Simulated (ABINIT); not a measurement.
# InP (F-43m): G0W0 in ABINIT against the bands in the self-energy

Wanted: the cheapest bands in the self-energy that holds the gap of InP (F-43m).

Program: ABINIT 10.8.3. Level of theory: PBE and many-body steps on it, plane waves. Results are calculated unless marked as measured.

Report form: the programs' logs are mostly left out.

The database entry behind the starting cell differs from later determinations by our own check (0.1 to 0.3 % short, probably kX units), so it need not match the best structure at ambient conditions.

## 1. The starting structure

Symmetry: F-43m, No. 216, cubic system. Conventional cell: a = 5.861 Å, b = 5.861 Å, c = 5.861 Å, α = 90.00°, β = 90.00°, γ = 90.00°. Nearest to In lie 4 P at 2.54 Å. P has 4 In at 2.54 Å nearest. Farther neighbours are not listed.

The cell and positions come from the Crystallography Open Database and are kept as given unless a step says otherwise.

## 2. Screening, 4×4×4 mesh, 332 bands, screening to 272.1 eV

This step: ABINIT 10.8.3; RPA screening on PBE, plane waves, norm-conserving pseudopotentials.

The RPA dielectric matrix is built and inverted for each q.

File run.abi:

```
acell 3*1.0 Angstrom
rprim 
  -0.000000000000 2.930500000000 2.930500000000
  2.930500000000 -0.000000000000 2.930500000000
  2.930500000000 2.930500000000 -0.000000000000
ntypat 2
znucl 49 15
natom 2
typat 1 2
xred 
  0.000000000000 0.000000000000 0.000000000000
  0.250000000000 0.250000000000 0.250000000000
pp_dirpath "pseudos"
pseudos "In.upf, P.upf"
ecut 31
ngkpt 4 4 4
nshiftk 1
shiftk 0 0 0
kptopt 1
chksymbreak 0
istwfk *1
occopt 1
irdwfk 1
optdriver 3
nband 332
ecuteps 10
inclvkb 2
awtr 1
symchi 1
indata_prefix "in"
outdata_prefix "out"
tmpdata_prefix "tmp"
```

On the command line:

```sh
> OMP_NUM_THREADS=1 mpirun -n 4 abinit run.abi > log
```

The job ended after 2.7 min (4 MPI ranks of Arm Neoverse V1, shared host; peak memory 2 GiB).

This step gave:

* ε∞ with local fields, on this mesh, along the program's q direction: 42.80
* the same without local fields: 45.22
* plasma frequency: 22.21 eV
* plane waves in the screening matrix: 531

Local fields lower ε∞ by 5 %. On a Γ-centred mesh this coarse the value itself is usually too large, while a short band sum pulls it down.

## 3. 17 bands

This step: G0W0 on PBE, plane waves, norm-conserving pseudopotentials.

Edit run.abi of step 2 so:

```diff
@@ -23,8 +23,15 @@
 irdwfk 1
-optdriver 3
-nband 332
+optdriver 4
+nband 17
+gwcalctyp 0
+ecutsigx 31
+symsigma 1
+nkptgw 1
+kptgw 
+  0.0000000000 0.0000000000 0.0000000000
+bdgw 
+  7 13
 ecuteps 10
-inclvkb 2
-awtr 1
-symchi 1
+irdscr 1
+ppmodel 1
 indata_prefix "in"
```

Run time: 6.4 s. Hardware: 4 MPI ranks; peak memory 0.98 GiB.

This step gave:

* G0W0 gap on the points computed: 0.9950 eV
* starting gap on the mesh: 0.7094 eV
* k of the valence top: 0, 0, 0
* k of the conduction bottom: 0, 0, 0
* Z at the valence top: 0.788
* Z at the conduction bottom: 0.802
* least direct G0W0 gap on the computed points: 0.9950 eV

## 4. 19 bands

Edit run.abi of step 3 so:

```diff
@@ -24,3 +24,3 @@
 optdriver 4
-nband 17
+nband 19
 gwcalctyp 0
```

The job ended after 6.5 s (4 MPI ranks; peak memory 0.98 GiB; 26 s of CPU time).

Numbers from this step:

- G0W0 gap on the points computed: 0.9970 eV
- starting gap on the mesh: 0.7094 eV
- k of the valence top: 0, 0, 0
- k of the conduction bottom: 0, 0, 0
- Z at the valence top: 0.785
- Z at the conduction bottom: 0.798
- least direct G0W0 gap on the computed points: 0.9970 eV

## 5. 37 bands

Edit run.abi of step 4 so:

```diff
@@ -24,3 +24,3 @@
 optdriver 4
-nband 19
+nband 37
 gwcalctyp 0
```

Wall time 9.9 s (4 MPI ranks); peak memory 1.1 GiB.

This step gave:

| Item | Value |
| --- | --- |
| G0W0 gap on the points computed | 1 eV |
| starting gap on the mesh | 0.7094 eV |
| k of the valence top | 0, 0, 0 |
| k of the conduction bottom | 0, 0, 0 |
| Z at the valence top | 0.776 |
| Z at the conduction bottom | 0.789 |
| least direct G0W0 gap on the computed points | 1 eV |

## 6. 90 bands

The self-energy is evaluated for the states that the input lists, and the levels follow from it, in one-shot runs by the linearised quasiparticle equation.

Edit run.abi of step 5 so:

```diff
@@ -24,3 +24,3 @@
 optdriver 4
-nband 37
+nband 90
 gwcalctyp 0
```

Run time: 20 s. Hardware: 4 MPI ranks; peak memory 1.3 GiB.

This step gave:

- G0W0 gap on the points computed: 1.004 eV
- starting gap on the mesh: 0.7094 eV
- k of the valence top: 0, 0, 0
- k of the conduction bottom: 0, 0, 0
- least direct G0W0 gap on the computed points: 1.004 eV

The gap on the mesh goes from 0.71 eV to 1.00 eV, a correction of +0.29 eV.

## 7. 198 bands

Edit run.abi of step 6 so:

```diff
@@ -24,3 +24,3 @@
 optdriver 4
-nband 90
+nband 198
 gwcalctyp 0
```

It took 39 s on 4 MPI ranks; peak memory 1.7 GiB.

This step gave:

| Property | Result |
| --- | --- |
| G0W0 gap on the points computed | 1.035 eV |
| starting gap on the mesh | 0.7094 eV |
| k of the valence top | 0, 0, 0 |
| k of the conduction bottom | 0, 0, 0 |
| least direct G0W0 gap on the computed points | 1.035 eV |

Against the run before, the gap moves by +0.031 eV.

## 8. 332 bands

Edit run.abi of step 7 so:

```diff
@@ -24,3 +24,3 @@
 optdriver 4
-nband 198
+nband 332
 gwcalctyp 0
```

The job ended after 63 s (4 MPI ranks; peak memory 2.3 GiB; 4.2 min of CPU time).

Numbers from this step:

```
G0W0 gap on the points computed              : 1.043 eV
starting gap on the mesh                     : 0.7094 eV
k of the valence top                         : 0, 0, 0
k of the conduction bottom                   : 0, 0, 0
least direct G0W0 gap on the computed points : 1.043 eV
```

Against the run before, the gap moves by +0.008 eV.

## 9. The runs together

Times are wall times on 4 MPI ranks of Arm Neoverse V1, shared host, good to a factor of about two. A run's time includes the screening step that it read.

| run | mesh | bands | screening cutoff (eV) | DFT gap (eV) | gap on the mesh (eV) | direct (eV) | ε∞ used | time |
| --- | --- | --- | --- | --- | --- | --- | --- | --- |
| 17 bands | 4×4×4 | 17 | 272.1 | 0.709 | 0.995 | 0.995 | 42.80 | 2.8 min |
| 19 bands | 4×4×4 | 19 | 272.1 | 0.709 | 0.997 | 0.997 | 42.80 | 2.8 min |
| 37 bands | 4×4×4 | 37 | 272.1 | 0.709 | 1.000 | 1.000 | 42.80 | 2.9 min |
| 90 bands | 4×4×4 | 90 | 272.1 | 0.709 | 1.004 | 1.004 | 42.80 | 3 min |
| 198 bands | 4×4×4 | 198 | 272.1 | 0.709 | 1.035 | 1.035 | 42.80 | 3.3 min |
| 332 bands | 4×4×4 | 332 | 272.1 | 0.709 | 1.043 | 1.043 | 42.80 | 3.7 min |

## 10. What came out

| Property | Result |
| --- | --- |
| 17 bands | 0.995 eV |
| 19 bands | 0.997 eV |
| 37 bands | 1.000 eV |
| 90 bands | 1.004 eV |
| 198 bands | 1.035 eV |
| 332 bands | 1.043 eV |
| known limits | not at the basis limit; exchange with frozen shells missing; mesh may overstate the screening; no spin-orbit coupling; coarse k mesh |

The setting moved: bands in the self-energy. From 17 bands to 332 bands the gap moves by +0.05 eV. It holds to 0.03 eV from 198 bands on. Bands and screening cutoff are coupled, so a series along one setting does not show full convergence. Bands and cutoff are finite, so the gap is not at the basis limit. The miss can reach some tenths of an eV and take either sign; the mesh is an error of its own. In the first G0W0 run levels were corrected at 1 k point alone, so a gap called «on the mesh» is the least over those, and an edge elsewhere would be missed. The 4×4×4 mesh is coarse for this cell, which bears on the long-range parts of exchange and screening. The norm-conserving file of at least one element keeps a d shell over frozen s and p shells of the same row. Exchange with those shells is missing from the self-energy, an error of 0.3 to 0.9 eV in cases checked, whose sign depends on which edge lies on those atoms. For the PBE start: The RPA ε∞ on this mesh reaches over 25; with a narrow direct gap a coarse mesh can overstate it, and the correction is then too small. The many-body steps are scalar-relativistic: spin-orbit coupling is not in them.

[Paths, hosts, dates, memory and timing lines, banners, echoed tables and standing remarks are left out of the program output.]

[Logs are printed without paths, hosts, clocks, repeated set-up lines and the standing remarks that a program may print on its own settings, such as how far it seeks lower states.]

[Runs of the session that timed out or met a known fault of the program may be left out.]

[No measured gap is set beside runs whose start may be inverted or whose files or cutoffs have a known fault.]

[Hosts, paths, dates, database ids (printed as entryN), source tags and the programs' standing remarks are cut or masked in the printed files.]

[G0W0 gaps are taken among the corrected bands and points alone; a level outside them can change the order at an edge.]

[Where Ansatz stands beside ABINIT at settings called matched, ABINIT's density can come from a denser mesh and the files from another edition; pairs whose starting gaps differed by over 0.03 eV were left out, so agreement reads better than it is.]
